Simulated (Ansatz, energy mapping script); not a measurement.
## Spin model of NiO from collinear orders

How strongly do the moments of NiO couple under LDA+U (1.98 eV)? The plan is to run several orders and fit a Heisenberg model.

Program: Ansatz 0.2.0. Level of theory: LDA with U = 1.98 eV on Ni d, ortho-atomic projectors; plane waves, U on orthogonalised atomic orbitals unless named otherwise, collinear spin, no spin–orbit coupling. Results are calculated unless marked as measured.

## 1. Set-up

It takes space group Fm-3m (No. 225, cubic). The conventional cell has a = 4.172 Å, b = 4.172 Å, c = 4.172 Å, α = 90.00°, β = 90.00°, γ = 90.00°. Nearest to Ni lie 6 O at 2.09 Å. Nearest to O lie 6 Ni at 2.09 Å. Farther neighbours and most contacts between anions are not listed.

Coordinates:

```cif
data_structure
_symmetry_space_group_name_H-M 'P 1'
_symmetry_Int_Tables_number 1
_cell_length_a 2.9499
_cell_length_b 2.9499
_cell_length_c 2.9499
_cell_angle_alpha 60.000
_cell_angle_beta 60.000
_cell_angle_gamma 60.000
_cell_volume 18.15
loop_
_atom_site_label
_atom_site_type_symbol
_atom_site_fract_x
_atom_site_fract_y
_atom_site_fract_z
_atom_site_occupancy
Ni1 Ni 0.00000 0.00000 0.00000 1
O2 O 0.50000 0.50000 0.50000 1
```

A Hubbard U penalises fractional filling of the shell. It raises the cost of virtual hops to the neighbours, so couplings that rest on such hops usually weaken.

## 2. Which atoms carry moments

One run in the crystal's own cell, under LDA with U = 4.8 eV on Ni d, ortho-atomic projectors, shows which elements keep a moment. Transition or f elements with 0.3 μB or more enter the spin model; moments induced on other atoms do not.

Contents of input.yaml:

```yaml
crystal:
  lattice:
    - [0.0, 2.085901641, 2.085901641]
    - [2.085901641, 0.0, 2.085901641]
    - [2.085901641, 2.085901641, 0.0]
  atoms:
    - { symbol: Ni, position: [0.0, 0.0, 0.0], spin: 2.0 }
    - { symbol: O, position: [0.5, 0.5, 0.5] }
magnetization:
  spin_polarized: true
kpoints:
  mp_grid: { grid: [11, 11, 11] }
hamiltonian:
  xc: lda
  hubbard:
    sites: [{ species: Ni, l: d, u_eff: 4.8 }]
    projectors: ortho-atomic
scf:
  occupations: { method: fermi_dirac, width: 0.05 }
output:
  eigenvalues: true
```

Started as:

```console
$ ansatz run input.yaml --threads 4 --pin off --max-ram 8192MiB --backend cpu --events-out ev --progress --plain --runs-dir out
```

Numbers of over 12 decimals in the logs are rounded to 6 here.

Output:

```text
Engine: ansatz 0.2.0, aarch64-unknown-linux-gnu
Pseudopotentials: kind: paw
Pseudopotential: Ni, paw, valence charge 18, recommended cutoff 420 eV (normal), Ni.paw.azcp
Pseudopotential: O, paw, valence charge 6, recommended cutoff 420 eV (normal), O.paw.azcp
Functional definition: SPW92
  exchange = slater_x
  correlation = pw_c
Crystal: 2 atoms, lattice volume = 18.151 Å³
Basis set: ecut = 420 eV, 339 PW (Γ)
Bands: 17, of which v1, the nominal top of the filled ones, is band 12 counted from 1 (11 counted from 0)
Symmetry: 48 space group operations
Space group: Fm-3m (ITA 225), of the structure as read, at distance tolerance 2.6e-5 Å
Magnetic group: BNS 225.116 (UNI 1618), of the structure as read, at distance tolerance 2.6e-5 Å
k-points: 56 of 1331
Non-local potential: Ni, projectors of the file, l = 0: 3, l = 1: 2, l = 2: 3, l = 3: 1
Non-local potential: O, projectors of the file, l = 0: 2, l = 1: 2, l = 2: 1
PAW form: soft (Blöchl's): semilocal exchange-correlation on the pseudo side does not see the compensation charge
PAW frozen core: Ni, regenerated for the run's functional, and the local potential with it (the file was generated under x = pbe(κ = 0.804, μ = 0.219515), c = pbe(β = 0.066725))
PAW frozen core: O, regenerated for the run's functional, and the local potential with it (the file was generated under x = pbe(κ = 0.804, μ = 0.219515), c = pbe(β = 0.066725))
PAW one-centre angular grid: Ni, 590 points (default); XC on 64 Gauss nodes
PAW one-centre angular grid: O, 110 points (default); XC on 64 Gauss nodes
Initial density: superposition of atomic densities (chi_scale 0.1, normalization cell, long waves kept (reshape's long-wave potential 0.00 eV rms))
Starting moments: Σ|m| = 2 μB on 1 of 2 sites
Initial wavefunctions: pseudopotential atomic-orbital guess
Functional: x = slater, c = lda
SCF iter   1: F=—  HF=-6327.993180 eV  |F-HF|=—  |Δ(HF+E_count)|=         —  Δρ=3.96e-1 (↑1.09e-1 ↓3.96e-1)  dr2=3.17e1  dr2_m=4.92e0  M=0.528 μB ∫|m|=0.530 μB  β_m=0.30  ethr=3.10e-3  ⟨swp⟩=5.6  Hψ=8407  notcnv=0
preconditioner: auto → none  [metal: Δε(μ)=0.009 eV  Ē_g=16.223 eV  σ=0.050 eV  W_gap=0.05  n_scr=8 (ndim 8)  ℏωp=34.9 eV  f_vac=0.000  D(μ)=2.00/eV (n_scr^D=26)  sad-step TF]
SCF iter   2: F=—  HF=-6324.694303 eV  |F-HF|=—  |Δ(HF+E_count)|=    3.30e0  Δρ=7.04e-2 (↑5.46e-2 ↓7.04e-2)  dr2=4.53e-1  dr2_m=2.19e-1  M=1.524 μB ∫|m|=1.526 μB  β_m=0.30  ethr=3.10e-3  ⟨swp⟩=3.4  Hψ=5324  notcnv=0  defer=22
SCF iter   3: F=—  HF=-6324.929124 eV  |F-HF|=—  |Δ(HF+E_count)|=   2.35e-1  Δρ=5.49e-2 (↑2.80e-2 ↓5.49e-2)  dr2=1.50e-1  dr2_m=1.46e-1  M=1.619 μB ∫|m|=1.621 μB  β_m=1.00  ethr=1.89e-3  ⟨swp⟩=2.7  Hψ=4311  notcnv=0  defer=24
[...]
SCF iter  13: F=—  HF=-6325.899929 eV  |F-HF|=—  |Δ(HF+E_count)|=   8.04e-6  Δρ=1.16e-4 (↑5.27e-5 ↓1.16e-4)  dr2=1.91e-6  dr2_m=8.62e-7  M=2.000 μB ∫|m|=2.007 μB  β_m=0.76  ethr=2.53e-7  ⟨swp⟩=2.1  Hψ=2619  notcnv=0  defer=50
SCF iter  14: F=—  HF=-6325.899929 eV  |F-HF|=—  |Δ(HF+E_count)|=   3.22e-7  Δρ=5.30e-5 (↑2.36e-5 ↓5.30e-5)  dr2=3.17e-7  dr2_m=1.95e-7  M=2.000 μB ∫|m|=2.007 μB  β_m=0.88  ethr=7.96e-9  ⟨swp⟩=2.0  Hψ=2396  notcnv=0  defer=50
iter 15 met the thresholds in force, and the SCF goes on: an eigenvalue changes by 0.69 meV, over its tolerance of 0.50 meV (output.eigenvalues, Limitations)
SCF iter  15: F=-6325.899929 eV  HF=-6325.899929 eV  |F-HF|=1.26e-8  |Δ(HF+E_count)|=   7.47e-9  Δρ=1.27e-5 (↑4.97e-6 ↓1.27e-5)  dr2=1.92e-8  dr2_m=1.02e-8  M=2.000 μB ∫|m|=2.007 μB  β_m=0.94  ethr=4.17e-10  ⟨swp⟩=4.4  Hψ=5738  notcnv=0
SCF iter  16: F=-6325.899929 eV  HF=-6325.899929 eV  |F-HF|=9.09e-13  |Δ(HF+E_count)|=  5.50e-10  Δρ=1.58e-7 (↑7.35e-8 ↓1.58e-7)  dr2=2.15e-12  dr2_m=1.76e-12  M=2.000 μB ∫|m|=2.007 μB  ethr=7.98e-11  ⟨swp⟩=1.1  Hψ=4878  notcnv=0
SCF 1 converged in 16 iterations: F = -6325.899929 eV  dr2 = 2.15e-12
[...]
SCF converged after 16 iterations
an eigenvalue changed by more than its tolerance at an iteration that met the thresholds in force, so the SCF went on 1 time: the last check found none over its tolerance
Magnetization: 2.0000 μB (13.0000 up, 11.0000 down)
Absolute magnetization: 2.0059 μB (∫|ρ↑−ρ↓|, with the PAW one-centre terms)
Spin contamination: 0.0017 ħ² per cell (⟨S²⟩ above its minimum at these occupations)
Per-site moments (μB) at R_I (Å): [(1.652725, 0.860434), (0.276324, 0.860434)]
Free energy (F): -6325.899929 eV
Harris-Foulkes:  -6325.899929 eV  (|F-HF|=9.09e-13)
Internal energy: -6325.899927 eV  (E = F + TS)
E sigma→0 (E₀):  -6325.899928 eV
Entropy (-TS):   -0.000002 eV (-0.001 meV/atom)
Fermi energy:    14.018612 eV
--- Per-component energies (eV) ---
  E_band       = -353.586825
  E_kinetic    = 450.132898
  E_local      = -3985.346160  (includes V_loc(G=0)·N_el)
  E_nonlocal   = 694.845169
  E_hartree    = 1633.826966
  E_xc         = -154.497463
  E_vxc        = -199.346815  (∫ρ·V_xc dr)
  E_hubbard    = 0.784127  (on-site DFT+U / exact-exchange correction)
  E_vhub       = -18.469317  (the Hubbard potential's part of the band-sum identity)
  E_paw        = -1711.380754  (= ΣΔE_a)
  E_vpaw       = -563.059628  (= ΣTr[D̂ρ^β])
  E_aug_tail   = 0.003158  (compensation charges beyond the density's cutoff)
  E_ewald      = -3254.798910
  E_core_change = 0.531042  (= ΣΔE_core)
  E_smearing   = -0.000002  (= −TS)
  E_closure    = -0.000000  (closes the sum)
  Σ components = -6325.899929   (vs F -6325.899929, Δ=0.00e0)
--- Band table (eV; the first three rows and the last of 112) ---
  k-point 0 ↑: bands = [... 8 lower, 8.5828, 8.5828, 11.3904, 11.3904, 11.3904, 15.6333, 31.6798, 32.6967, ... 1 higher]
  k-point 1 ↑: bands = [... 8 lower, 8.6120, 8.6120, 10.9640, 11.6321, 11.6321, 16.2402, 29.8050, 32.3810, ... 1 higher]
  k-point 2 ↑: bands = [... 8 lower, 8.7426, 8.7426, 10.4035, 12.1788, 12.1788, 17.4645, 27.5101, 31.1963, ... 1 higher]
  k-point 55 ↓: bands = [... 8 lower, 10.7904, 11.1285, 11.2692, 15.2424, 15.8452, 22.9204, 24.8047, 25.0061, ... 1 higher]
Occupation matrices written to <dir>
```

Run time: 1.1 s. Hardware: 4 threads of Arm Neoverse V2, shared host; peak memory 0.29 GiB.

Spin moment in the sphere by atom:

| atom | spin moment in the sphere (μB) |
| --- | --- |
| Ni1 | 1.65 |
| O2 | 0.28 |

The run ends ferromagnetic; Ni carries the moments.

## 3. A run to fix the orbital filling

A corrected shell can settle in several orbital fillings. One parallel run, with an occupation width a fifth wider than the orders use, therefore is to supply the occupation matrices. All orders start from them.

input.yaml, the sections that differ from step 2:

```yaml
kpoints:
  mp_grid: { grid: [9, 9, 9] }
hamiltonian:
  xc: lda
  hubbard:
    sites: [{ species: Ni, l: d, u_eff: 1.98 }]
    projectors: ortho-atomic
scf:
  occupations: { method: fermi_dirac, width: 0.06 }
# crystal, magnetization, output: as in step 2
```

Output:

```text
[...]
Crystal: 2 atoms, lattice volume = 18.151 Å³
Basis set: ecut = 420 eV, 339 PW (Γ)
Bands: 17, of which v1, the nominal top of the filled ones, is band 12 counted from 1 (11 counted from 0)
Symmetry: 48 space group operations
[...]
k-points: 35 of 729
[...]
Starting moments: Σ|m| = 2 μB on 1 of 2 sites
[...]
SCF iter   1: F=—  HF=-6329.364272 eV  |F-HF|=—  |Δ(HF+E_count)|=         —  Δρ=3.86e-1 (↑1.03e-1 ↓3.86e-1)  dr2=2.90e1  dr2_m=4.89e0  M=0.531 μB ∫|m|=0.533 μB  β_m=0.30  ethr=3.10e-3  ⟨swp⟩=5.7  Hψ=5261  notcnv=0
[...]
SCF iter  16: F=-6326.413915 eV  HF=-6326.413915 eV  |F-HF|=2.03e-10  |Δ(HF+E_count)|=   1.11e-6  Δρ=8.51e-6 (↑5.96e-6 ↓8.51e-6)  dr2=1.16e-9  dr2_m=8.48e-9  M=1.928 μB ∫|m|=1.937 μB  ethr=1.30e-10  ⟨swp⟩=4.0  Hψ=4267  notcnv=0
SCF 1 converged in 16 iterations: F = -6326.413915 eV  dr2 = 1.16e-9
[...]
SCF converged after 16 iterations
Magnetization: 1.9285 μB (12.9642 up, 11.0358 down)
Absolute magnetization: 1.9359 μB (∫|ρ↑−ρ↓|, with the PAW one-centre terms)
[...]
Per-site moments (μB) at R_I (Å): [(1.541168, 0.860434), (0.323668, 0.860434)]
Free energy (F): -6326.413915 eV
[...]
Internal energy: -6326.407464 eV  (E = F + TS)
E sigma→0 (E₀):  -6326.410689 eV
Entropy (-TS):   -0.006451 eV (-3.225 meV/atom)
Fermi energy:    13.913606 eV
[...]
--- Band table (eV; the first three rows and the last of 70) ---
  k-point 0 ↑: bands = [... 8 lower, 10.2657, 10.2657, 11.1169, 11.1169, 11.1169, 15.5729, 31.6771, 32.7389, ... 1 higher]
  k-point 1 ↑: bands = [... 8 lower, 10.3111, 10.3111, 11.0284, 11.7692, 11.7692, 16.4001, 29.3080, 32.2344, ... 1 higher]
  k-point 2 ↑: bands = [... 8 lower, 10.5228, 10.5228, 11.1622, 12.7098, 12.7098, 17.9168, 26.6130, 30.5747, ... 1 higher]
  k-point 34 ↓: bands = [... 8 lower, 12.1396, 12.3832, 12.5589, 14.4699, 15.2213, 22.8431, 24.5965, 25.1111, ... 1 higher]
Occupation matrices written to <dir>
```

It took 0.8 s on 4 threads; peak memory 0.27 GiB; 2.4 s of CPU time.

Read from the output:

| Property | Result |
| --- | --- |
| final state | ferromagnetic |
| electrons in the corrected shells | 8.437 e |
| largest moment | 1.541 μB |

## 4. Parallel start in cell A (4 atoms)

The parallel order is the zero of energy for this cell and mesh.

Contents of input.yaml:

```yaml
crystal:
  lattice:
    - [0.0, -2.085901641, -2.085901641]
    - [0.0, 2.085901641, -2.085901641]
    - [4.171803282, 0.0, 0.0]
  atoms:
    - { symbol: Ni, position: [0.5, 0.5, 0.5], spin: 2.0 }
    - { symbol: Ni, position: [0.0, 0.0, 0.0], spin: 2.0 }
    - { symbol: O, position: [0.5, 0.5, 0.0] }
    - { symbol: O, position: [0.0, 0.0, 0.5] }
magnetization:
  spin_polarized: true
kpoints:
  mp_grid: { grid: [8, 8, 6] }
hamiltonian:
  xc: lda
  hubbard:
    sites:
      - { species: Ni, l: d, u_eff: 1.98 }
      - { site: 0, l: d, u_eff: 1.98, starting_ns: [{ spin: up, occupation_matrix: ni1_major }, { spin: down, occupation_matrix: ni1_minor }] }
      - { site: 1, l: d, u_eff: 1.98, starting_ns: [{ spin: up, occupation_matrix: ni1_major }, { spin: down, occupation_matrix: ni1_minor }] }
    projectors: ortho-atomic
    occupation_matrices:
      ni1_major:
        matrix:
          - [0.99, 0.0, 0.0, 0.0, 0.0]
          - [0.0, 0.997, 0.0, 0.0, 0.0]
          - [0.0, 0.0, 0.997, 0.0, 0.0]
          - [0.0, 0.0, 0.0, 0.99, 0.0]
          - [0.0, 0.0, 0.0, 0.0, 0.997]
      ni1_minor:
        matrix:
          - [0.246, 0.0, 0.0, 0.0, 0.0]
          - [0.0, 0.991, 0.0, 0.0, 0.0]
          - [0.0, 0.0, 0.991, 0.0, 0.0]
          - [0.0, 0.0, 0.0, 0.246, 0.0]
          - [0.0, 0.0, 0.0, 0.0, 0.991]
scf:
  occupations: { method: fermi_dirac, width: 0.05 }
output:
  eigenvalues: true
  write_density: true
  write_potential: true
  elf: true
  volumetric_format: npy
```

Output:

```text
[...]
Crystal: 4 atoms, lattice volume = 36.303 Å³
Basis set: ecut = 420 eV, 681 PW (Γ)
Bands: 32, of which v1, the nominal top of the filled ones, is band 24 counted from 1 (23 counted from 0)
Symmetry: 32 space group operations
[...]
k-points: 60 of 384
[...]
Starting moments: Σ|m| = 4 μB on 2 of 4 sites
[...]
SCF iter   1: F=—  HF=-12658.544595 eV  |F-HF|=—  |Δ(HF+E_count)|=         —  Δρ=3.63e-1 (↑1.01e-1 ↓3.63e-1)  dr2=5.17e1  dr2_m=8.59e0  M=1.133 μB ∫|m|=1.138 μB  β_m=0.30  ethr=3.10e-3  ⟨swp⟩=5.4  Hψ=13667  notcnv=0  defer=6
[...]
spin=Collinear: Kerker preconditioning applied to the charge; magnetization (m = ρ↑ − ρ↓) channel mixes plain (no charge-response kernel on spin).
SCF iter   2: F=—  HF=-12653.016045 eV  |F-HF|=—  |Δ(HF+E_count)|=    5.53e0  Δρ=9.43e-2 (↑5.02e-2 ↓9.43e-2)  dr2=1.46e0  dr2_m=7.24e-1  M=3.539 μB ∫|m|=3.543 μB  β_m=1.00  ethr=3.10e-3  ⟨swp⟩=3.4  Hψ=9432  notcnv=0  defer=248
[...]
SCF iter  12: F=-12652.828178 eV  HF=-12652.828178 eV  |F-HF|=4.68e-9  |Δ(HF+E_count)|=   1.51e-8  Δρ=5.09e-6 (↑3.16e-6 ↓5.09e-6)  dr2=1.09e-8  dr2_m=1.46e-9  M=3.837 μB ∫|m|=3.853 μB  ethr=1.08e-10  ⟨swp⟩=1.0  Hψ=10630  notcnv=0
SCF 1 converged in 12 iterations: F = -12652.828178 eV  dr2 = 1.09e-8
[...]
SCF converged after 12 iterations
Magnetization: 3.8366 μB (25.9183 up, 22.0817 down)
Absolute magnetization: 3.8522 μB (∫|ρ↑−ρ↓|, with the PAW one-centre terms)
[...]
Per-site moments (μB) at R_I (Å): [(1.534885, 0.860434), (1.534885, 0.860434), (0.320038, 0.860434), (0.320038, 0.860434)]
Free energy (F): -12652.828178 eV
[...]
Internal energy: -12652.819199 eV  (E = F + TS)
E sigma→0 (E₀):  -12652.823689 eV
Entropy (-TS):   -0.008979 eV (-2.245 meV/atom)
Fermi energy:    13.892532 eV
[...]
--- Specified on-site occupations, and those of the state reported ---
  electrons in the specified blocks: 16.8720 specified, 16.8784 found
  site 1 (l=d) ↓: largest change of an orbital's occupation 0.0038; electrons 3.4650 specified, 3.4690 found; spectral distance 0.0039
[...]
site 0 (l=d) ↑: largest change of an orbital's occupation 0.0012; electrons 4.9710 specified, 4.9702 found; spectral distance 0.0013
[...]
--- Band table (eV; the first three rows and the last of 120) ---
  k-point 0 ↑: bands = [... 20 lower, 10.9393, 11.1145, 11.1145, 11.1162, 11.2971, 11.2971, 15.5732, 19.9389, ... 4 higher]
  k-point 1 ↑: bands = [... 20 lower, 11.2117, 11.3383, 11.3383, 11.4254, 11.4254, 11.4967, 16.2588, 20.1301, ... 4 higher]
  k-point 2 ↑: bands = [... 20 lower, 11.6440, 11.6440, 11.6482, 11.6563, 11.6563, 11.7936, 17.7979, 20.2250, ... 4 higher]
  k-point 59 ↓: bands = [... 20 lower, 12.4876, 12.4876, 14.4187, 14.4187, 15.1239, 15.1239, 22.8935, 22.8935, ... 4 higher]
Occupation matrices written to <dir>
```

Wall time 2.6 s (4 threads); peak memory 0.41 GiB.

Spin moment in the sphere by atom:

```
atom  spin moment in the sphere (μB)
 Ni1                            1.53
 Ni2                            1.53
  O3                            0.32
  O4                            0.32
```

The run ends ferromagnetic.

Spin density in the ac plane of the conventional cell at fractional y = 0.000, with atoms of Ni and O within 0.2 Å of it.

Ten even steps from '0' (0.0 e/Å³) to '9' (5.2 e/Å³), each cell a mean:
```
62000000000014
20000000000001
00000000000000
00000000000000
00000001000000
00000024100000
10000269410000
00000146200000
00000012000000
00000000000000
00000000000000
10000000000000
41000000000002
94100001000027
```
Columns run along a (4.2 Å), rows up along c (4.2 Å), edges of the conventional cell, whose origin can differ from the input's. Atoms in or near the plane, at fractional coordinates: Ni at (0.50, 0.50), Ni at (0.00, 0.00), O at (0.00, 0.50), O at (0.50, 0.00).

ELF in the ac plane of the conventional cell at fractional y = 0.000, with atoms of Ni and O within 0.2 Å of it. It is the smooth field of the valence electrons, not physical close to the nuclei.

Ten even steps from '0' (0.10) to '9' (0.79), each cell a mean:
```
64106986993025
22104899972012
00001466530000
32100000000023
98510111100379
89820244310599
48930267411696
69930256411698
99720122210489
65300000000146
10000233210000
11003799851011
53105998982024
84106964893026
```
Columns run along a (4.2 Å), rows up along c (4.2 Å), edges of the conventional cell, whose origin can differ from the input's. Atoms in or near the plane, at fractional coordinates: Ni at (0.50, 0.50), Ni at (0.00, 0.00), O at (0.00, 0.50), O at (0.50, 0.00).

[end of part 1 of 3]

[Logs and program files are shortened in this print: banners, set-up blocks, solver, clock and traceback lines can be left out without a mark of their own.]

[Logs are printed without paths, hosts, clocks, repeated set-up lines and the standing remarks that a program may print on its own settings, such as how far it seeks lower states.]

[Hosts, paths, dates, database ids (printed as entryN), source tags and the programs' standing remarks are cut or masked in the printed files.]

[Where a cell is said to come from a database of computed structures, the database is the Materials Project.]
